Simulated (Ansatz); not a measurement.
# BaMn3, from a guessed structure to a relaxed one

Starting from a made-up structure for BaMn3, the aim is the relaxed cell, its shortest contacts and, where a second run follows, its electronic structure.

Main program and level: Ansatz 0.2.0; DFT, PBEsol, plane-wave PAW, files of the set soft_1, scalar-relativistic, ferromagnetic start, cell and ions relaxed at zero pressure; PAW set soft_1, in the first sound run; inputs show where later runs differ.

### 1. Set-up

It takes space group Pm-3m (No. 221, cubic). Conventional cell: a = 4.454 Å, b = 4.454 Å, c = 4.454 Å, α = 90.00°, β = 90.00°, γ = 90.00°. Nearest to Ba lie 12 Mn at 3.15 Å. Nearest to Mn lie 8 Mn at 3.15 Å and 4 Ba at 3.15 Å. Farther neighbours are not listed.

### 2. Relaxation of the guess

The guess takes its coordinates from another compound and its volume from a rule, so the cell and any free coordinates are relaxed together.

input.yaml reads:

```yaml
crystal:
  lattice:
    - [4.454, 0.0, 0.0]
    - [0.0, 4.454, 0.0]
    - [0.0, 0.0, 4.454]
  atoms:
    - { symbol: Ba, position: [0.0, 0.0, 0.0] }
    - { symbol: Mn, position: [0.5, 0.5, 0.0], spin: 4.0 }
    - { symbol: Mn, position: [0.5, 0.0, 0.5], spin: 4.0 }
    - { symbol: Mn, position: [0.0, 0.5, 0.5], spin: 4.0 }
magnetization:
  spin_polarized: true
kpoints:
  mp_grid: { grid: [6, 6, 6] }
scf:
  occupations: { method: fermi_dirac, width: 0.05 }
hamiltonian:
  xc: pbesol
  pseudopotentials: { kind: paw, azcp: { folder: soft_1 }, xc_functional: pbe }
relax:
  f_tol: 0.015
  max_steps: 70
  cell: {}
output:
  forces: true
  stress: true
```

On the command line:

```bash
> ansatz run input.yaml --threads 4 --pin off --max-ram 8192MiB --backend cpu --events-out ev --progress --plain --runs-dir out
```

Numbers of over 12 decimals in the logs are rounded to 6 here.

What it wrote:

```text
Engine: ansatz 0.2.0, x86_64-unknown-linux-gnu
Pseudopotentials: kind: paw
Pseudopotential: Ba, paw, valence charge 10, recommended cutoff 420 eV (normal), soft_1/Ba.paw.azcp
Pseudopotential: Mn, paw, valence charge 15, recommended cutoff 420 eV (normal), soft_1/Mn.paw.azcp
Functional definition: PBEsol
  exchange = pbesol_x
  correlation = pbesol_c
Crystal: 4 atoms, lattice volume = 88.359 Å³
Basis set: ecut = 420 eV, 1743 PW (Γ), exchange–correlation on 60×60×60 points (8 copies of the dense FFT grid, shifted against one another)
Bands: 41, of which v1, the nominal top of the filled ones, is band 28 counted from 1 (27 counted from 0)
Symmetry: 48 space group operations
Space group: Pm-3m (ITA 221), of the structure as read, at distance tolerance 4.5e-5 Å
Magnetic group: BNS 221.92 (UNI 1594), of the structure as read, at distance tolerance 4.5e-5 Å
k-points: 20 of 216
Non-local potential: Ba, projectors of the file, l = 0: 3, l = 1: 2, l = 2: 2, l = 3: 2
Non-local potential: Mn, projectors of the file, l = 0: 3, l = 1: 2, l = 2: 3, l = 3: 1
PAW form: soft (Blöchl's): semilocal exchange-correlation on the pseudo side does not see the compensation charge
PAW frozen core: Ba, regenerated for the run's functional, and the local potential with it (the file was generated under x = pbe(κ = 0.804, μ = 0.219515), c = pbe(β = 0.066725))
PAW frozen core: Mn, regenerated for the run's functional, and the local potential with it (the file was generated under x = pbe(κ = 0.804, μ = 0.219515), c = pbe(β = 0.066725))
PAW one-centre angular grid: Ba, 194 points (default); XC on 64 Gauss nodes
PAW one-centre angular grid: Mn, 590 points (default); XC on 64 Gauss nodes
Initial density: superposition of atomic densities (chi_scale 0.1, normalization cell, long waves kept (reshape's long-wave potential 0.00 eV rms))
Starting moments: Σ|m| = 12 μB on 3 of 4 sites
Initial wavefunctions: pseudopotential atomic-orbital guess
Functional: x = pbesol(κ = 0.804, μ = 0.123457), c = pbesol(β = 0.046)
SCF iter   1: F=—  HF=-17464.717279 eV  |F-HF|=—  |Δ(HF+E_count)|=         —  Δρ=3.87e-2 (↑3.87e-2 ↓2.26e-2)  dr2=4.64e0  dr2_m=1.31e-1  M=10.856 μB ∫|m|=11.466 μB  β_m=0.30  ethr=3.10e-3  ⟨swp⟩=10.3  Hψ=7928  notcnv=0
Mixer restart at iter 1: flushing history
preconditioner: auto → Kerker (q_TF=auto, 2.521 Å⁻¹)  [metal: Δε(μ)=0.042 eV  Ē_g=7.198 eV  σ=0.050 eV  W_gap=0.21  n_scr=26 (ndim 8)  ℏωp=21.3 eV  f_vac=0.000  D(μ)=3.90/eV (n_scr^D=32)]
spin=Collinear: Kerker preconditioning applied to the charge; magnetization (m = ρ↑ − ρ↓) channel mixes plain (no charge-response kernel on spin).
SCF iter   2: F=—  HF=-17463.604962 eV  |F-HF|=—  |Δ(HF+E_count)|=    1.11e0  Δρ=1.16e-2 (↑1.11e-2 ↓1.16e-2)  dr2=1.00e0  dr2_m=3.07e-2  M=10.792 μB ∫|m|=11.484 μB  β_m=0.35  ethr=3.10e-3  ⟨swp⟩=2.4  Hψ=2806  notcnv=0  defer=103
SCF iter   3: F=—  HF=-17463.680971 eV  |F-HF|=—  |Δ(HF+E_count)|=   7.60e-2  Δρ=9.57e-3 (↑9.57e-3 ↓8.72e-3)  dr2=2.81e-1  dr2_m=1.49e-2  M=10.672 μB ∫|m|=11.411 μB  β_m=0.68  ethr=1.82e-3  ⟨swp⟩=2.1  Hψ=2087  notcnv=0  defer=103
SCF iter   4: F=—  HF=-17464.240577 eV  |F-HF|=—  |Δ(HF+E_count)|=         —  Δρ=7.70e-3 (↑5.11e-3 ↓7.70e-3)  dr2=1.16e-1  dr2_m=2.90e-3  M=10.538 μB ∫|m|=11.229 μB  β_m=0.68  ethr=5.10e-4  ⟨swp⟩=2.6  Hψ=2864  notcnv=0  defer=108
Mixer restart at iter 4: flushing history
SCF iter   5: F=—  HF=-17464.319483 eV  |F-HF|=—  |Δ(HF+E_count)|=   7.89e-2  Δρ=3.28e-3 (↑3.28e-3 ↓3.17e-3)  dr2=5.73e-3  dr2_m=6.50e-3  M=10.512 μB ∫|m|=11.172 μB  β_m=0.74  ethr=2.11e-4  ⟨swp⟩=3.0  Hψ=2967  notcnv=0  defer=110
SCF iter   6: F=—  HF=-17464.315821 eV  |F-HF|=—  |Δ(HF+E_count)|=   3.66e-3  Δρ=2.73e-3 (↑1.83e-3 ↓2.73e-3)  dr2=1.98e-2  dr2_m=2.33e-4  M=10.510 μB ∫|m|=11.167 μB  β_m=0.78  ethr=1.04e-5  ⟨swp⟩=2.0  Hψ=3277  notcnv=0  defer=113
SCF iter   7: F=—  HF=-17464.314008 eV  |F-HF|=—  |Δ(HF+E_count)|=   1.81e-3  Δρ=1.41e-3 (↑1.41e-3 ↓7.26e-4)  dr2=2.24e-3  dr2_m=1.09e-4  M=10.506 μB ∫|m|=11.144 μB  β_m=0.89  ethr=1.04e-5  ⟨swp⟩=2.0  Hψ=3160  notcnv=0  defer=113
SCF iter   8: F=—  HF=-17464.315483 eV  |F-HF|=—  |Δ(HF+E_count)|=   1.48e-3  Δρ=3.88e-4 (↑3.88e-4 ↓1.63e-4)  dr2=1.26e-4  dr2_m=1.49e-5  M=10.508 μB ∫|m|=11.150 μB  β_m=0.94  ethr=4.08e-6  ⟨swp⟩=2.0  Hψ=2379  notcnv=0  defer=113
SCF iter   9: F=—  HF=-17464.315515 eV  |F-HF|=—  |Δ(HF+E_count)|=   3.15e-5  Δρ=3.99e-5 (↑3.99e-5 ↓2.80e-5)  dr2=3.22e-6  dr2_m=1.81e-7  M=10.509 μB ∫|m|=11.151 μB  β_m=0.97  ethr=2.30e-7  ⟨swp⟩=2.0  Hψ=2738  notcnv=0  defer=113
SCF iter  10: F=—  HF=-17464.315518 eV  |F-HF|=—  |Δ(HF+E_count)|=   3.45e-6  Δρ=1.05e-5 (↑1.02e-5 ↓1.05e-5)  dr2=2.62e-7  dr2_m=7.29e-10  M=10.509 μB ∫|m|=11.151 μB  β_m=0.99  ethr=5.85e-9  ⟨swp⟩=2.0  Hψ=2107  notcnv=0  defer=113
SCF iter  11: F=—  HF=-17464.315518 eV  |F-HF|=—  |Δ(HF+E_count)|=   5.23e-8  Δρ=2.57e-6 (↑1.71e-6 ↓2.57e-6)  dr2=1.48e-8  dr2_m=3.38e-10  M=10.509 μB ∫|m|=11.151 μB  β_m=0.99  ethr=4.77e-10  ⟨swp⟩=2.1  Hψ=2051  notcnv=0  defer=113
SCF iter  12: F=-17464.315518 eV  HF=-17464.315518 eV  |F-HF|=8.40e-10  |Δ(HF+E_count)|=  7.71e-10  Δρ=4.50e-7 (↑4.43e-7 ↓4.50e-7)  dr2=1.07e-9  dr2_m=4.30e-12  M=10.509 μB ∫|m|=11.151 μB  ethr=2.69e-11  ⟨swp⟩=1.9  Hψ=4073  notcnv=0
SCF 1 converged in 12 iterations: F = -17464.315518 eV  dr2 = 1.07e-9
  greatest PAW one-centre occupation: 1.000 electrons in one spin orbital (limit 2), on the Mn atom at site 2 (counted from 0), in its partial waves of l = 0
relax step   1: F+E_penalty+E_count = -17464.31551829 eV  Δ(F+E_penalty+E_count) = +0.000e0 eV  max|allowed force component| = 7.267e-29 eV/Å  Δτ_max = 0.0000 Å  P = -6.641 GPa  Ω = 88.359 Å³  (12 SCF iters, dr2 threshold 1.00e-7 eV, accepted)
Crystal: 4 atoms, lattice volume = 76.056 Å³
Basis set: ecut = 420 eV, 1503 PW (Γ), exchange–correlation on 60×60×60 points (8 copies of the dense FFT grid, shifted against one another)
Initial density: handed on by an earlier stage of this run
Starting moments: Σ|m| = 12 μB on 3 of 4 sites; this step starts from the density that it was given
Initial wavefunctions: those handed on with the density
iter 1 solved again at ethr=2.41e-4 eV; its pass at ethr=3.10e-3 eV (dr2=1.33e-1 eV) is discarded
SCF iter   1: F=—  HF=-17464.681189 eV  |F-HF|=—  |Δ(HF+E_count)|=         —  Δρ=1.85e-2 (↑1.85e-2 ↓6.83e-3)  dr2=1.35e-1  dr2_m=1.00e-1  M=10.450 μB ∫|m|=10.761 μB  β_m=0.30  ethr=2.41e-4  ⟨swp⟩=1.4  Hψ=8698  notcnv=0
[...]
SCF iter   3: F=—  HF=-17464.646854 eV  |F-HF|=—  |Δ(HF+E_count)|=   1.72e-4  Δρ=6.18e-4 (↑6.18e-4 ↓5.90e-4)  dr2=3.00e-5  dr2_m=2.41e-4  M=10.443 μB ∫|m|=10.717 μB  β_m=0.51  ethr=5.18e-6  ⟨swp⟩=2.4  Hψ=2784  notcnv=0
SCF iter   4: F=—  HF=-17464.647318 eV  |F-HF|=—  |Δ(HF+E_count)|=   4.65e-4  Δρ=2.92e-4 (↑7.44e-5 ↓2.92e-4)  dr2=5.13e-5  dr2_m=2.16e-5  M=10.443 μB ∫|m|=10.715 μB  β_m=0.75  ethr=5.45e-8  ⟨swp⟩=2.1  Hψ=2555  notcnv=0
SCF iter   5: F=—  HF=-17464.647621 eV  |F-HF|=—  |Δ(HF+E_count)|=   3.03e-4  Δρ=9.31e-5 (↑4.77e-5 ↓9.31e-5)  dr2=1.70e-5  dr2_m=9.10e-7  M=10.443 μB ∫|m|=10.713 μB  β_m=0.72  ethr=5.45e-8  ⟨swp⟩=2.6  Hψ=2982  notcnv=0
SCF iter   6: F=—  HF=-17464.647641 eV  |F-HF|=—  |Δ(HF+E_count)|=   2.03e-5  Δρ=2.14e-5 (↑2.14e-5 ↓1.72e-5)  dr2=3.35e-7  dr2_m=2.15e-7  M=10.443 μB ∫|m|=10.712 μB  β_m=0.73  ethr=3.09e-8  ⟨swp⟩=2.0  Hψ=2430  notcnv=0
SCF iter   7: F=-17464.647642 eV  HF=-17464.647642 eV  |F-HF|=6.33e-8  |Δ(HF+E_count)|=   1.11e-6  Δρ=1.11e-5 (↑4.57e-6 ↓1.11e-5)  dr2=1.08e-7  dr2_m=2.98e-8  M=10.443 μB ∫|m|=10.712 μB  ethr=6.10e-10  ⟨swp⟩=2.1  Hψ=5074  notcnv=0
SCF 3 converged in 7 iterations: F = -17464.647642 eV  dr2 = 1.08e-7
  greatest PAW one-centre occupation: 1.000 electrons in one spin orbital (limit 2), on the Mn atom at site 3 (counted from 0), in its partial waves of l = 0
relax step   3: F+E_penalty+E_count = -17464.64764234 eV  Δ(F+E_penalty+E_count) = -3.798e-3 eV  max|allowed force component| = 1.028e-28 eV/Å  Δτ_max = 0.0000 Å  P = +0.319 GPa  Ω = 74.449 Å³  energy of the carried Pulay correction = +6.482e-3 eV  (7 SCF iters, dr2 threshold 4.00e-7 eV, accepted)
[...]
relax step   4: F+E_penalty+E_count = -17464.64783963 eV  Δ(F+E_penalty+E_count) = -1.973e-4 eV  max|allowed force component| = 1.578e-29 eV/Å  Δτ_max = 0.0000 Å  P = +0.001 GPa  Ω = 74.853 Å³  energy of the carried Pulay correction = +6.278e-3 eV  (7 SCF iters, dr2 threshold 2.54e-7 eV, accepted)
Initial wavefunctions: pseudopotential atomic-orbital guess (no wavefunctions were taken with the density)
iter 1 solved again at ethr=1.10e-6 eV; its pass at ethr=3.10e-3 eV (dr2=6.05e-4 eV) is discarded
SCF iter   1: F=—  HF=-17464.640341 eV  |F-HF|=—  |Δ(HF+E_count)|=         —  Δρ=1.79e-4 (↑1.65e-4 ↓1.79e-4)  dr2=4.76e-5  dr2_m=2.66e-7  M=10.444 μB ∫|m|=10.723 μB  β_m=0.65  ethr=1.10e-6  ⟨swp⟩=2.7  Hψ=11366  notcnv=0
preconditioner: auto → none  [metal: Δε(μ)=0.011 eV  Ē_g=7.496 eV  σ=0.050 eV  W_gap=0.05  n_scr=6 (ndim 8)  ℏωp=23.1 eV  f_vac=0.000  D(μ)=3.87/eV (n_scr^D=32)]
SCF iter   2: F=—  HF=-17464.640325 eV  |F-HF|=—  |Δ(HF+E_count)|=   1.52e-5  Δρ=1.09e-4 (↑1.09e-4 ↓6.74e-5)  dr2=1.52e-5  dr2_m=7.70e-7  M=10.444 μB ∫|m|=10.723 μB  β_m=0.46  ethr=8.65e-8  ⟨swp⟩=2.0  Hψ=2080  notcnv=0
SCF iter   3: F=—  HF=-17464.640341 eV  |F-HF|=—  |Δ(HF+E_count)|=   1.59e-5  Δρ=5.40e-5 (↑5.40e-5 ↓3.78e-5)  dr2=2.04e-6  dr2_m=1.82e-7  M=10.444 μB ∫|m|=10.723 μB  β_m=0.46  ethr=2.76e-8  ⟨swp⟩=2.0  Hψ=2633  notcnv=0
SCF iter   4: F=—  HF=-17464.640345 eV  |F-HF|=—  |Δ(HF+E_count)|=   3.88e-6  Δρ=2.11e-5 (↑1.90e-5 ↓2.11e-5)  dr2=2.05e-7  dr2_m=5.47e-8  M=10.444 μB ∫|m|=10.723 μB  β_m=0.63  ethr=3.71e-9  ⟨swp⟩=1.2  Hψ=1660  notcnv=0
SCF iter   5: F=—  HF=-17464.640350 eV  |F-HF|=—  |Δ(HF+E_count)|=   4.86e-6  Δρ=1.67e-5 (↑9.19e-6 ↓1.67e-5)  dr2=3.98e-7  dr2_m=5.36e-8  M=10.444 μB ∫|m|=10.723 μB  β_m=0.78  ethr=3.73e-10  ⟨swp⟩=2.0  Hψ=2751  notcnv=0
SCF iter   6: F=—  HF=-17464.640354 eV  |F-HF|=—  |Δ(HF+E_count)|=   3.71e-6  Δρ=6.92e-6 (↑6.92e-6 ↓2.95e-6)  dr2=1.03e-8  dr2_m=1.40e-8  M=10.444 μB ∫|m|=10.722 μB  β_m=0.87  ethr=3.73e-10  ⟨swp⟩=2.8  Hψ=2861  notcnv=0
SCF iter   7: F=—  HF=-17464.640354 eV  |F-HF|=—  |Δ(HF+E_count)|=   9.29e-8  Δρ=2.65e-6 (↑2.65e-6 ↓7.10e-7)  dr2=7.00e-9  dr2_m=7.21e-10  M=10.444 μB ∫|m|=10.722 μB  β_m=0.81  ethr=1.86e-11  ⟨swp⟩=2.4  Hψ=2786  notcnv=0
SCF iter   8: F=—  HF=-17464.640354 eV  |F-HF|=—  |Δ(HF+E_count)|=   2.95e-9  Δρ=6.82e-7 (↑6.82e-7 ↓3.95e-7)  dr2=8.79e-10  dr2_m=1.58e-11  M=10.444 μB ∫|m|=10.722 μB  β_m=0.87  ethr=1.27e-11  ⟨swp⟩=1.4  Hψ=1677  notcnv=0
SCF iter   9: F=—  HF=-17464.640354 eV  |F-HF|=—  |Δ(HF+E_count)|=   1.31e-8  Δρ=6.43e-8 (↑6.43e-8 ↓2.80e-8)  dr2=4.95e-12  dr2_m=4.46e-13  M=10.444 μB ∫|m|=10.722 μB  β_m=0.93  ethr=1.60e-12  ⟨swp⟩=2.4  Hψ=2608  notcnv=0
SCF iter  10: F=-17464.640354 eV  HF=-17464.640354 eV  |F-HF|=3.64e-12  |Δ(HF+E_count)|=  3.64e-12  Δρ=1.71e-8 (↑1.68e-8 ↓1.71e-8)  dr2=8.66e-13  dr2_m=3.81e-15  M=10.444 μB ∫|m|=10.722 μB  ethr=1.00e-12  ⟨swp⟩=2.9  Hψ=4727  notcnv=0
SCF 5 converged in 10 iterations: F = -17464.640354 eV  dr2 = 8.66e-13
  greatest PAW one-centre occupation: 1.000 electrons in one spin orbital (limit 2), on the Mn atom at site 1 (counted from 0), in its partial waves of l = 0
relax step   5: F+E_penalty+E_count = -17464.64035384 eV  Δ(F+E_penalty+E_count) = +7.486e-3 eV  max|allowed force component| = 3.652e-29 eV/Å  Δτ_max = 0.0000 Å  P = +0.035 GPa  Ω = 74.853 Å³  stress off target by 3.50e-2 GPa  SCF on the basis re-selected at this cell (its energy is not comparable with the rows above)  (10 SCF iters)
basis re-selected at this cell: Δ(F+E_penalty+E_count) = +7.486e-3 eV, ΔP = +0.034 GPa vs the last step (what re-selecting the basis moved, of the pressure what is left beyond the Pulay correction that the steps carried, after the strain that the cell walked since its last selection, with what the two solves' SCF thresholds leave and, on support functions, any second-order correction that the steps lacked; it is no m [...]
SCF converged after 10 iterations
Magnetization: 10.4436 μB (32.7218 up, 22.2782 down)
Absolute magnetization: 10.7238 μB (∫|ρ↑−ρ↓|, with the PAW one-centre terms)
Spin contamination: 0.2788 ħ² per cell (⟨S²⟩ above its minimum at these occupations)
Per-site moments (μB) at R_I (Å): [(-0.00911102, 1.229263), (3.456817, 1.229263), (3.456817, 1.229263), (3.456817, 1.229263)]
Free energy (F): -17464.640354 eV
Harris-Foulkes:  -17464.640354 eV  (|F-HF|=3.64e-12)
Internal energy: -17464.609475 eV  (E = F + TS)
E sigma→0 (E₀):  -17464.624914 eV
Entropy (-TS):   -0.030879 eV (-7.720 meV/atom)
Fermi energy:    13.409402 eV
--- Per-component energies (eV) ---
  E_band       = -753.142776
  E_kinetic    = 1111.456344
  E_local      = -7373.971238  (includes V_loc(G=0)·N_el)
  E_nonlocal   = 1494.075902
  E_hartree    = 2830.740542
  E_xc         = -517.477303
  E_vxc        = -540.373153  (∫ρ·V_xc dr)
  E_paw        = -9014.381460  (= ΣΔE_a)
  E_vpaw       = -1105.811912  (= ΣTr[D̂ρ^β])
  E_aug_tail   = 0.000290  (compensation charges beyond the density's cutoff)
  E_ewald      = -5995.712941
  E_core_change = 0.660389  (= ΣΔE_core)
  E_smearing   = -0.030879  (= −TS)
  E_closure    = -0.000000  (closes the sum)
  Σ components = -17464.640354   (vs F -17464.640354, Δ=0.00e0)
--- Forces (eV/Å), atoms counted from 1 ---
  atom   1  Ba    -0.00000000     0.00000000    -0.00000000
  atom   2  Mn     0.00000000     0.00000000     0.00000000
  atom   3  Mn     0.00000000    -0.00000000     0.00000000
  atom   4  Mn     0.00000000    -0.00000000    -0.00000000
  max |Σ_I F_I| component: 7.27e-29 eV/Å
--- Stress (GPa, compression-positive) ---
        0.035040       0.000000      -0.000000
        0.000000       0.035040      -0.000000
       -0.000000      -0.000000       0.035040
  P = ⅓ Tr σ = 0.0350 GPa (0.350 kbar)
--- Relaxed structure (4 steps of the walk, 4 accepted, 1 SCFs on fresh bases) ---
  F+E_penalty+E_count = -17464.64035384 eV   max|allowed force component| = 3.652e-29 eV/Å   (the final SCF, on the basis selected at the relaxed cell)
  cell:  # Å, volume = 74.8528 Å³
    - [4.214402, 0, 0]
    - [0, 4.214402, 0.0]
    - [0, 0.0, 4.214402]
  atoms:
    - { symbol: Ba, position: [0, 0, 0] }
    - { symbol: Mn, position: [0.5, 0.5, 0] }
    - { symbol: Mn, position: [0.5, 0, 0.5] }
    - { symbol: Mn, position: [0, 0.5, 0.5] }
```

Elapsed: 7.1 s, on 4 threads of Intel Xeon 6975P-C (Granite Rapids), shared host; peak memory 0.58 GiB; 24 s of CPU time.

Relaxation path:

```csv
step,energy less that of the first step (eV),largest force component (eV/Å),pressure (GPa),volume (Å³)
1,0.0000,0.0000,-6.64,88.36
2,-0.3283,0.0000,-0.89,76.06
3,-0.3321,0.0000,0.32,74.45
4,-0.3323,0.0000,0.00,74.85
5*,-0.3248,0.0000,0.04,74.85
```

Relaxation steps marked * repeat the geometry before them on a plane-wave basis chosen anew for their cell, so energy and pressure can jump there.

The run keeps the 48 symmetry operations that it works with, so distortions that break them were not tested.

| conventional cell, symmetrised | before | after | change |
| --- | --- | --- | --- |
| a (Å) | 4.454 | 4.214 | -5.4 % |
| b (Å) | 4.454 | 4.214 | -5.4 % |
| c (Å) | 4.454 | 4.214 | -5.4 % |
| volume (Å³/atom) | 22.09 | 18.71 | -15.3 % |

The relaxed structure:

```cif
data_structure
_symmetry_space_group_name_H-M 'P 1'
_symmetry_Int_Tables_number 1
_cell_length_a 4.2144
_cell_length_b 4.2144
_cell_length_c 4.2144
_cell_angle_alpha 90.000
_cell_angle_beta 90.000
_cell_angle_gamma 90.000
_cell_volume 74.85
loop_
_atom_site_label
_atom_site_type_symbol
_atom_site_fract_x
_atom_site_fract_y
_atom_site_fract_z
_atom_site_occupancy
Ba1 Ba 0.00000 0.00000 0.00000 1
Mn2 Mn 0.50000 0.50000 0.00000 1
Mn3 Mn 0.50000 0.00000 0.50000 1
Mn4 Mn 0.00000 0.50000 0.50000 1
```

Numbers from this step:

* free energy: -17464.6404 eV
* energy at zero smearing: -17464.6249 eV
* smearing term TS: 0.03088 eV
* Fermi energy: 13.41 eV
* magnetization: 10.44 μB
* absolute magnetization: 10.72 μB
* site moments: -0.009111, 3.457, 3.457, 3.457 μB
* electrons: 55
* symmetry operations: 48
* pressure: 0.03504 GPa

Site moment by atom:

```csv
atom,site moment (μB)
Ba1,-0.01
Mn2,3.46
Mn3,3.46
Mn4,3.46
```

The shortest distance of each pair, which need not be the same contact before and after:

```
 pair  guess (Å)  relaxed (Å)
Ba–Mn      3.149        2.980
Mn–Mn      3.149        2.980
Ba–Ba      4.454        4.214
```

The relaxation ends with a pressure of 0.04 GPa.

(Part 1 of 2 ends here.)

[Logs are printed without paths, hosts, clocks, repeated set-up lines and the standing remarks that a program may print on its own settings, such as how far it seeks lower states.]

[Hosts, paths, dates, database ids (printed as entryN), source tags and the programs' standing remarks are cut or masked in the printed files.]
